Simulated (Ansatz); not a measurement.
**Decaying states in the gap of CaSe2**

Aim: relax a made-up compound, CaSe2, and see how good a tunnel barrier it would be. It is built by putting Se for O, Ca for Ba in the BaO2 structure of space group I4/mmm, with the volume rescaled by atomic radii. The parent structure comes from the Materials Project.

Method: r2SCAN DFT, plane waves, PAW files, in the first sound run; inputs show where later runs differ, in Ansatz 0.2.0.

The structure was built from a prototype and need not be the compound's stable phase.

**1. The structure**

It takes space group I4/mmm (No. 139, tetragonal). Conventional cell: a = 4.094 Å, b = 4.094 Å, c = 7.358 Å, α = 90.00°, β = 90.00°, γ = 90.00°. Nearest to Ca lie 10 Se at 2.88 to 3.00 Å. Se has 1 Se at 1.59 Å and 5 Ca at 2.88 to 3.00 Å nearest. It derives from BaO2. Se for O, Ca for Ba in the BaO2 structure of space group I4/mmm. Farther neighbours and most contacts between anions are not listed.

**2. Relaxing the new crystal**

The substituted atoms don't fit the parent's cell, so cell and atoms relax together. A small smearing keeps the run stable in case the gap closes on the way.

input.yaml reads:

```yaml
crystal:
  lattice:
    - [-2.0468317503, 2.0468317503, 3.6788428212]
    - [2.0468317503, -2.0468317503, 3.6788428212]
    - [2.0468317503, 2.0468317503, -3.6788428212]
  atoms:
    - { symbol: Ca, position: [0.0, 0.0, 0.0] }
    - { symbol: Se, position: [0.39166423, 0.39166423, 0.0] }
    - { symbol: Se, position: [0.60833577, 0.60833577, 0.0] }
kpoints:
  mp_grid: { grid: [8, 8, 8] }
scf:
  occupations: { method: gaussian, width: 0.03 }
hamiltonian:
  xc: r2scan
output:
  forces: true
  stress: true
relax:
  f_tol: 0.02
  max_steps: 60
  cell: {}
```

On the command line:

```console
> ansatz run input.yaml --threads 2 --pin off --max-ram 4096MiB --backend cpu --events-out ev --progress --plain --runs-dir out
```

Numbers of over 12 decimals in the logs are rounded to 6 here.

The program printed:

```text
Engine: ansatz 0.2.0, x86_64-unknown-linux-gnu
Pseudopotentials: kind: paw
Pseudopotential: Ca, paw, valence charge 10, recommended cutoff 500 eV (meta_gga), Ca.paw.azcp
Pseudopotential: Se, paw, valence charge 16, recommended cutoff 500 eV (meta_gga), Se.paw.azcp
Functional definition: r2SCAN
  parameter k0 = 0.174
  parameter k1 = 0.065
  parameter a1 = 4.9479
  exchange = r2scan_x(k0 = k0, k1 = k1, a1 = a1)
  correlation = r2scan_c
Crystal: 3 atoms, lattice volume = 61.650 Å³
Basis set: ecut = 500 eV, 1581 PW (Γ), exchange–correlation on 144×144×144 points (64 copies of the dense FFT grid, shifted against one another)
Bands: 26, of which v1, the nominal top of the filled ones, is band 21 counted from 1 (20 counted from 0)
Symmetry: 16 space group operations
Space group: I4/mmm (ITA 139), of the structure as read, at distance tolerance 4.0e-5 Å
k-points: 59 of 512
Non-local potential: Ca, projectors of the file, l = 0: 3, l = 1: 2, l = 2: 2
Non-local potential: Se, projectors of the file, l = 0: 2, l = 1: 2, l = 2: 3, l = 3: 1
PAW form: soft (Blöchl's): semilocal exchange-correlation on the pseudo side does not see the compensation charge
PAW frozen core: Ca, regenerated for the run's functional (the file was generated under x = pbe(κ = 0.804, μ = 0.219515), c = pbe(β = 0.066725))
PAW frozen core: Se, regenerated for the run's functional (the file was generated under x = pbe(κ = 0.804, μ = 0.219515), c = pbe(β = 0.066725))
PAW one-centre angular grid: Ca, 302 points (default); XC on 160 Gauss nodes
PAW one-centre angular grid: Se, 590 points (default); XC on 160 Gauss nodes
Initial density: superposition of atomic densities (neutral atoms: chi_scale 0, normalization atom), corrected by the library's trained network
Initial wavefunctions: pseudopotential atomic-orbital guess
Functional: x = r2scan, c = r2scan; τ floored in thin density (d = 2e-4 eV/Å³)
SCF iter   1: F=—  HF=-12768.675452 eV  |F-HF|=—  |Δ(HF+E_count)|=         —  Δρ=1.47e-2  dr2=2.23e-1  dr2_τ=1.23e-1  ethr=1.77e-3  ⟨swp⟩=7.9  Hψ=7856  notcnv=0
preconditioner: auto → none  [insulator: Δε(μ)=0.041 eV  Ē_g=9.354 eV  σ=0.030 eV  W_gap=0.65  n_scr=14 (ndim 8)  ℏωp=16.4 eV  f_vac=0.000  D(μ)=1.56/eV (n_scr^D=10)  ε∞_Penn≈4.1]
SCF iter   2: F=—  HF=-12768.675859 eV  |F-HF|=—  |Δ(HF+E_count)|=   4.08e-4  Δρ=5.78e-3  dr2=1.25e-2  dr2_τ=2.53e-3  ethr=5.32e-4  ⟨swp⟩=3.3  Hψ=3122  notcnv=0  defer=54
SCF iter   3: F=—  HF=-12768.677472 eV  |F-HF|=—  |Δ(HF+E_count)|=   1.61e-3  Δρ=2.72e-3  dr2=3.12e-3  dr2_τ=1.72e-4  ethr=2.98e-5  ⟨swp⟩=2.4  Hψ=2894  notcnv=0  defer=54
SCF iter   4: F=—  HF=-12768.678976 eV  |F-HF|=—  |Δ(HF+E_count)|=   1.50e-3  Δρ=7.22e-4  dr2=4.81e-4  dr2_τ=4.15e-5  ethr=7.43e-6  ⟨swp⟩=2.0  Hψ=2133  notcnv=0  defer=54
SCF iter   5: F=—  HF=-12768.678884 eV  |F-HF|=—  |Δ(HF+E_count)|=   9.18e-5  Δρ=1.89e-4  dr2=8.21e-6  dr2_τ=7.71e-7  ethr=1.15e-6  ⟨swp⟩=3.0  Hψ=2806  notcnv=0  defer=54
SCF iter   6: F=—  HF=-12768.678895 eV  |F-HF|=—  |Δ(HF+E_count)|=   1.12e-5  Δρ=2.03e-5  dr2=4.01e-7  dr2_τ=2.19e-8  ethr=1.96e-8  ⟨swp⟩=2.0  Hψ=2124  notcnv=0  defer=54
SCF iter   7: F=-12768.678895 eV  HF=-12768.678895 eV  |F-HF|=6.28e-10  |Δ(HF+E_count)|=   5.13e-8  Δρ=1.99e-6  dr2=1.15e-9  dr2_τ=1.41e-10  ethr=2.38e-10  ⟨swp⟩=4.9  Hψ=5643  notcnv=0
SCF 1 converged in 7 iterations: F = -12768.678895 eV  dr2 = 1.15e-9
  greatest PAW one-centre occupation: 1.000 electrons in one spin orbital (limit 2), on the Se atom at site 2 (counted from 0), in its partial waves of l = 2
relax step   1: F+E_penalty+E_count = -12768.67889499 eV  Δ(F+E_penalty+E_count) = +0.000e0 eV  max|allowed force component| = 5.136e1 eV/Å  Δτ_max = 0.0000 Å  P = +77.011 GPa  Ω = 61.650 Å³  (7 SCF iters, dr2 threshold 1.00e-7 eV, accepted)
Crystal: 3 atoms, lattice volume = 63.301 Å³
Basis set: ecut = 500 eV, 1653 PW (Γ), exchange–correlation on 144×144×144 points (64 copies of the dense FFT grid, shifted against one another)
Initial density: handed on by an earlier stage of this run
Initial wavefunctions: those handed on with the density
iter 1 solved again at ethr=6.34e-4 eV; its pass at ethr=3.10e-3 eV (dr2=2.66e-1 eV) is discarded
SCF iter   1: F=—  HF=-12779.071577 eV  |F-HF|=—  |Δ(HF+E_count)|=         —  Δρ=2.66e-2  dr2=2.66e-1  dr2_τ=4.21e-1  ethr=6.34e-4  ⟨swp⟩=1.0  Hψ=8868  notcnv=0
automatic band count: iteration 1 solves 25 bands in place of 26: the levels show a gap, and the empty bands left out lie too high to hold charge; the band table lists the bands solved (type scf.n_extra_bands for more)
preconditioner: auto → none  [insulator: Δε(μ)=0.048 eV  Ē_g=8.151 eV  σ=0.030 eV  W_gap=0.72  n_scr=14 (ndim 8)  ℏωp=16.2 eV  f_vac=0.002  D(μ)=0.64/eV (n_scr^D=0)  ε∞_Penn≈4.9]
SCF iter   2: F=—  HF=-12779.454128 eV  |F-HF|=—  |Δ(HF+E_count)|=   3.83e-1  Δρ=1.18e-2  dr2=4.94e-2  dr2_τ=1.03e-3  ethr=6.34e-4  ⟨swp⟩=3.0  Hψ=3049  notcnv=0
SCF iter   3: F=—  HF=-12779.509535 eV  |F-HF|=—  |Δ(HF+E_count)|=   5.54e-2  Δρ=4.48e-3  dr2=1.62e-2  dr2_τ=1.39e-3  ethr=1.18e-4  ⟨swp⟩=3.3  Hψ=3424  notcnv=0
SCF iter   4: F=—  HF=-12779.510225 eV  |F-HF|=—  |Δ(HF+E_count)|=   6.90e-4  Δρ=1.09e-3  dr2=6.36e-4  dr2_τ=9.03e-5  ethr=3.86e-5  ⟨swp⟩=4.0  Hψ=3119  notcnv=0
SCF iter   5: F=—  HF=-12779.510374 eV  |F-HF|=—  |Δ(HF+E_count)|=   1.48e-4  Δρ=4.18e-4  dr2=3.58e-5  dr2_τ=8.99e-7  ethr=1.51e-6  ⟨swp⟩=2.0  Hψ=2120  notcnv=0
SCF iter   6: F=—  HF=-12779.510396 eV  |F-HF|=—  |Δ(HF+E_count)|=   2.25e-5  Δρ=5.20e-5  dr2=2.28e-6  dr2_τ=1.78e-7  ethr=8.52e-8  ⟨swp⟩=2.0  Hψ=1894  notcnv=0
SCF iter   7: F=-12779.510395 eV  HF=-12779.510395 eV  |F-HF|=5.12e-9  |Δ(HF+E_count)|=   8.24e-7  Δρ=1.05e-5  dr2=3.19e-8  dr2_τ=1.93e-9  ethr=7.14e-10  ⟨swp⟩=5.0  Hψ=5590  notcnv=0
SCF 2 converged in 7 iterations: F = -12779.510395 eV  dr2 = 3.19e-8
relax step   2: F+E_penalty+E_count = -12779.51039541 eV  Δ(F+E_penalty+E_count) = -1.083e1 eV  max|allowed force component| = 6.620e0 eV/Å  Δτ_max = 0.1969 Å  P = +23.415 GPa  Ω = 63.301 Å³  energy of the carried Pulay correction = -3.994e-4 eV  (7 SCF iters, dr2 threshold 3.00e-7 eV, accepted)
Crystal: 3 atoms, lattice volume = 67.056 Å³
Basis set: ecut = 500 eV, 1703 PW (Γ), exchange–correlation on 144×144×144 points (64 copies of the dense FFT grid, shifted against one another)
iter 1 solved again at ethr=8.71e-5 eV; its pass at ethr=3.10e-3 eV (dr2=3.66e-2 eV) is discarded
SCF iter   1: F=—  HF=-12780.453790 eV  |F-HF|=—  |Δ(HF+E_count)|=         —  Δρ=5.50e-3  dr2=3.81e-2  dr2_τ=4.84e-2  ethr=8.71e-5  ⟨swp⟩=2.0  Hψ=9371  notcnv=0
[...]
SCF 3 converged in 6 iterations: F = -12780.515052 eV  dr2 = 5.84e-8
relax step   3: F+E_penalty+E_count = -12780.51505188 eV  Δ(F+E_penalty+E_count) = -1.005e0 eV  max|allowed force component| = 3.691e0 eV/Å  Δτ_max = 0.0016 Å  P = +13.580 GPa  Ω = 67.056 Å³  energy of the carried Pulay correction = -1.270e-3 eV  (6 SCF iters, dr2 threshold 3.00e-7 eV, accepted)
[... from here on, the SCF cycles and remarks between the steps are left out ...]
relax step   4: F+E_penalty+E_count = -12781.16871264 eV  Δ(F+E_penalty+E_count) = -6.537e-1 eV  max|allowed force component| = 1.260e0 eV/Å  Δτ_max = 0.0092 Å  P = +6.975 GPa  Ω = 69.679 Å³  energy of the carried Pulay correction = -1.849e-3 eV  (6 SCF iters, dr2 threshold 3.00e-7 eV, accepted)
relax step   5: F+E_penalty+E_count = -12781.52007075 eV  Δ(F+E_penalty+E_count) = -3.514e-1 eV  max|allowed force component| = 9.094e-2 eV/Å  Δτ_max = 0.0022 Å  P = +3.461 GPa  Ω = 71.427 Å³  energy of the carried Pulay correction = -2.222e-3 eV  (6 SCF iters, dr2 threshold 3.00e-7 eV, accepted)
relax step   6: F+E_penalty+E_count = -12781.71993865 eV  Δ(F+E_penalty+E_count) = -1.999e-1 eV  max|allowed force component| = 3.333e-1 eV/Å  Δτ_max = 0.0358 Å  P = +3.783 GPa  Ω = 71.352 Å³  energy of the carried Pulay correction = -2.206e-3 eV  (6 SCF iters, dr2 threshold 3.00e-7 eV, accepted)
relax step   7: F+E_penalty+E_count = -12781.85542812 eV  Δ(F+E_penalty+E_count) = -1.355e-1 eV  max|allowed force component| = 1.222e-1 eV/Å  Δτ_max = 0.0239 Å  P = +2.548 GPa  Ω = 73.175 Å³  energy of the carried Pulay correction = -2.586e-3 eV  (6 SCF iters, dr2 threshold 3.00e-7 eV, accepted)
relax step   8: F+E_penalty+E_count = -12781.93237805 eV  Δ(F+E_penalty+E_count) = -7.695e-2 eV  max|allowed force component| = 7.753e-2 eV/Å  Δτ_max = 0.0297 Å  P = +1.323 GPa  Ω = 75.925 Å³  energy of the carried Pulay correction = -3.139e-3 eV  (6 SCF iters, dr2 threshold 3.00e-7 eV, accepted)
relax step   9: F+E_penalty+E_count = -12781.96137542 eV  Δ(F+E_penalty+E_count) = -2.900e-2 eV  max|allowed force component| = 1.193e-2 eV/Å  Δτ_max = 0.0284 Å  P = +0.219 GPa  Ω = 78.875 Å³  energy of the carried Pulay correction = -3.709e-3 eV  (6 SCF iters, dr2 threshold 3.00e-7 eV, accepted)
relax step  10: F+E_penalty+E_count = -12781.96198744 eV  Δ(F+E_penalty+E_count) = -6.120e-4 eV  max|allowed force component| = 2.180e-3 eV/Å  Δτ_max = 0.0052 Å  P = +0.003 GPa  Ω = 79.477 Å³  energy of the carried Pulay correction = -3.823e-3 eV  (5 SCF iters, dr2 threshold 3.00e-7 eV, accepted)
relax step  11: F+E_penalty+E_count = -12781.98833780 eV  Δ(F+E_penalty+E_count) = -2.635e-2 eV  max|allowed force component| = 3.584e-3 eV/Å  Δτ_max = 0.0000 Å  P = +0.423 GPa  Ω = 79.477 Å³  stress off target by 1.21e0 GPa  SCF on the basis re-selected at this cell (its energy is not comparable with the rows above)  (7 SCF iters)
relax step  12: F+E_penalty+E_count = -12781.99664205 eV  Δ(F+E_penalty+E_count) = -8.304e-3 eV  max|allowed force component| = 1.348e-2 eV/Å  Δτ_max = 0.0162 Å  P = +0.264 GPa  Ω = 80.912 Å³  energy of the carried Pulay correction = -8.489e-5 eV  (6 SCF iters, dr2 threshold 3.00e-7 eV, accepted)
relax step  13: F+E_penalty+E_count = -12781.99975837 eV  Δ(F+E_penalty+E_count) = -3.116e-3 eV  max|allowed force component| = 3.543e-2 eV/Å  Δτ_max = 0.0189 Å  P = -0.085 GPa  Ω = 83.025 Å³  energy of the carried Pulay correction = -2.196e-4 eV  (6 SCF iters, dr2 threshold 3.00e-7 eV, accepted)
relax step  14: F+E_penalty+E_count = -12781.99984106 eV  Δ(F+E_penalty+E_count) = -8.269e-5 eV  max|allowed force component| = 2.353e-3 eV/Å  Δτ_max = 0.0002 Å  P = +0.007 GPa  Ω = 82.888 Å³  energy of the carried Pulay correction = -2.103e-4 eV  (4 SCF iters, dr2 threshold 9.56e-8 eV, accepted)
iter 1 solved again at ethr=1.02e-7 eV; its pass at ethr=3.10e-3 eV (dr2=4.27e-5 eV) is discarded
SCF iter   1: F=—  HF=-12781.999553 eV  |F-HF|=—  |Δ(HF+E_count)|=         —  Δρ=1.97e-4  dr2=7.33e-7  dr2_τ=7.18e-7  ethr=1.02e-7  ⟨swp⟩=3.0  Hψ=11411  notcnv=0
preconditioner: auto → Resta (q_TF=auto, 2.436 Å⁻¹)  ε∞=3.5  [insulator: Δε(μ)=0.614 eV  Ē_g=9.628 eV  σ=0.030 eV  W_gap=1.00  n_scr=24 (ndim 8)  ℏωp=15.3 eV  f_vac=0.072  D(μ)=0.00/eV (n_scr^D=0)  ε∞_Penn≈3.5]
SCF iter   2: F=—  HF=-12781.999987 eV  |F-HF|=—  |Δ(HF+E_count)|=   4.35e-4  Δρ=9.96e-5  dr2=1.90e-7  dr2_τ=2.97e-6  ethr=1.74e-9  ⟨swp⟩=2.1  Hψ=2210  notcnv=0
SCF iter   3: F=—  HF=-12782.000074 eV  |F-HF|=—  |Δ(HF+E_count)|=   8.64e-5  Δρ=6.03e-6  dr2=6.80e-9  dr2_τ=9.64e-9  ethr=4.52e-10  ⟨swp⟩=2.0  Hψ=2185  notcnv=0
SCF iter   4: F=—  HF=-12782.000074 eV  |F-HF|=—  |Δ(HF+E_count)|=   3.02e-7  Δρ=1.47e-6  dr2=2.58e-9  dr2_τ=9.59e-11  ethr=1.62e-11  ⟨swp⟩=2.0  Hψ=2773  notcnv=0
SCF iter   5: F=—  HF=-12782.000074 eV  |F-HF|=—  |Δ(HF+E_count)|=  9.46e-11  Δρ=4.81e-7  dr2=3.77e-10  dr2_τ=3.40e-11  ethr=6.13e-12  ⟨swp⟩=2.0  Hψ=1947  notcnv=0
SCF iter   6: F=-12782.000074 eV  HF=-12782.000074 eV  |F-HF|=6.91e-11  |Δ(HF+E_count)|=  9.64e-10  Δρ=1.55e-7  dr2=2.18e-11  dr2_τ=2.54e-12  ethr=1.00e-12  ⟨swp⟩=4.0  Hψ=7368  notcnv=0
SCF 15 converged in 6 iterations: F = -12782.000074 eV  dr2 = 2.18e-11
relax step  15: F+E_penalty+E_count = -12782.00007400 eV  Δ(F+E_penalty+E_count) = -2.329e-4 eV  max|allowed force component| = 2.385e-3 eV/Å  Δτ_max = 0.0000 Å  P = +0.007 GPa  Ω = 82.888 Å³  stress off target by 9.17e-3 GPa  SCF on the basis re-selected at this cell (its energy is not comparable with the rows above)  (6 SCF iters)
basis re-selected at this cell: Δ(F+E_penalty+E_count) = -2.329e-4 eV, ΔP = +0.000 GPa vs the last step (what re-selecting the basis moved, of the pressure what is left beyond the Pulay correction that the steps carried, after the strain that the cell walked since its last selection, with what the two solves' SCF thresholds leave and, on support functions, any second-order correction that the steps lacked; it is no m [...]
SCF converged after 6 iterations
Free energy (F): -12782.000074 eV
Harris-Foulkes:  -12782.000074 eV  (|F-HF|=6.91e-11)
Internal energy: -12782.000074 eV  (E = F + TS)
E sigma→0 (E₀):  -12782.000074 eV
Fermi energy:    7.252406 eV
--- Per-component energies (eV) ---
  E_band       = -976.372915
  E_kinetic    = 515.967428
  E_local      = -6061.364704  (includes V_loc(G=0)·N_el)
  E_nonlocal   = -1127.531410
  E_hartree    = 2864.359699
  E_xc         = -334.272825
  E_vxc        = -406.768002  (∫ρ·V_xc dr)
  E_paw        = -4713.839005  (= ΣΔE_a)
  E_vpaw       = 352.363309  (= ΣTr[D̂ρ^β])
  E_aug_tail   = -0.000424  (compensation charges beyond the density's cutoff)
  E_vtau       = 22.241353  (kinetic-family band-sum trace: ∫τ·v_τ [+ j·A + Jᵃ·Aᵃ] dr)
  E_ewald      = -3921.568628
  E_core_change = -3.750206  (= ΣΔE_core)
  E_smearing   = -0.000000  (= −TS)
  E_closure    = -0.000000  (closes the sum)
  Σ components = -12782.000074   (vs F -12782.000074, Δ=0.00e0)
--- Forces (eV/Å), atoms counted from 1 ---
  atom   1  Ca     0.00000000     0.00000000     0.00000000
  atom   2  Se    -0.00000000     0.00000000    -0.00238498
  atom   3  Se     0.00000000    -0.00000000     0.00238498
  max |Σ_I F_I| component: 1.73e-18 eV/Å
--- Stress (GPa, compression-positive) ---
        0.006202       0.000000       0.000000
        0.000000       0.006202       0.000000
        0.000000       0.000000       0.009172
  P = ⅓ Tr σ = 0.0072 GPa (0.072 kbar)
--- Relaxed structure (13 steps of the walk, 13 accepted, 2 SCFs on fresh bases) ---
  F+E_penalty+E_count = -12782.00007400 eV   max|allowed force component| = 2.385e-3 eV/Å   (the final SCF, on the basis selected at the relaxed cell)
  cell:  # Å, volume = 82.8876 Å³
    - [-1.979401, 1.979401, 5.288863]
    - [1.979401, -1.979401, 5.288863]
    - [1.979401, 1.979401, -5.288863]
  atoms:
    - { symbol: Ca, position: [-2.5148828009795516e-18, -2.5148828009795516e-18, 0] }
    - { symbol: Se, position: [0.385235, 0.385235, 0] }
    - { symbol: Se, position: [0.614765, 0.614765, 0] }
```

Run time: 1.7 min. Hardware: 2 threads of Intel Xeon Platinum 8259CL at 2.50GHz (Skylake/Cascade Lake), shared host; peak memory 0.91 GiB.

Step by step:

```csv
step,energy less that of the first step (eV),largest force component (eV/Å),pressure (GPa),volume (Å³)
1,0.0000,51.3645,77.01,61.65
2,-10.8315,6.6198,23.42,63.30
3,-11.8362,3.6910,13.58,67.06
4,-12.4898,1.2603,6.97,69.68
5,-12.8412,0.0909,3.46,71.43
6,-13.0410,0.3333,3.78,71.35
7,-13.1765,0.1222,2.55,73.18
8,-13.2535,0.0775,1.32,75.92
9,-13.2825,0.0119,0.22,78.88
10,-13.2831,0.0022,0.00,79.48
11*,-13.3094,0.0036,0.42,79.48
12,-13.3177,0.0135,0.26,80.91
13,-13.3209,0.0354,-0.08,83.03
14,-13.3209,0.0024,0.01,82.89
15*,-13.3212,0.0024,0.01,82.89
```

Relaxation steps marked * repeat the geometry before them on a plane-wave basis chosen anew for their cell, so energy and pressure can jump there.

Forces are held to the 16 operations that the run works with; a distortion that breaks them can't arise in this run.

```csv
cell as run,before,after,change
a (Å),4.681,5.984,+27.8 %
b (Å),4.681,5.984,+27.8 %
c (Å),4.681,5.984,+27.8 %
α (°),128.14,141.37,+10.3 %
β (°),128.14,141.37,+10.3 %
γ (°),76.39,55.78,-27.0 %
volume (Å³/atom),20.55,27.63,+34.4 %
```

The atoms that moved most (Å, as changes of fractional coordinates times the final cell):

```csv
atom,dx,dy,dz,length
Se3,0.000,0.000,0.068,0.068
Se2,0.000,0.000,-0.068,0.068
```

Final coordinates:

```xyz
3
Lattice="-1.9794 1.9794 5.2889 1.9794 -1.9794 5.2889 1.9794 1.9794 -5.2889" Properties=species:S:1:pos:R:3 pbc="T T T"
Ca    0.0000    0.0000    0.0000
Se    0.0000    0.0000    4.0749
Se    0.0000    0.0000    6.5028
```

This step gave:

| Property | Result |
| --- | --- |
| free energy | -12782.0001 eV |
| Fermi energy | 7.252 eV |
| pressure | 0.007192 GPa |

The largest force component on a free atom ends at 0.0024 eV/Å.

(Continued in part 2 of 4.)

[Logs are printed without paths, hosts, clocks, repeated set-up lines and the standing remarks that a program may print on its own settings, such as how far it seeks lower states.]

[Hosts, paths, dates, database ids (printed as entryN), source tags and the programs' standing remarks are cut or masked in the printed files.]
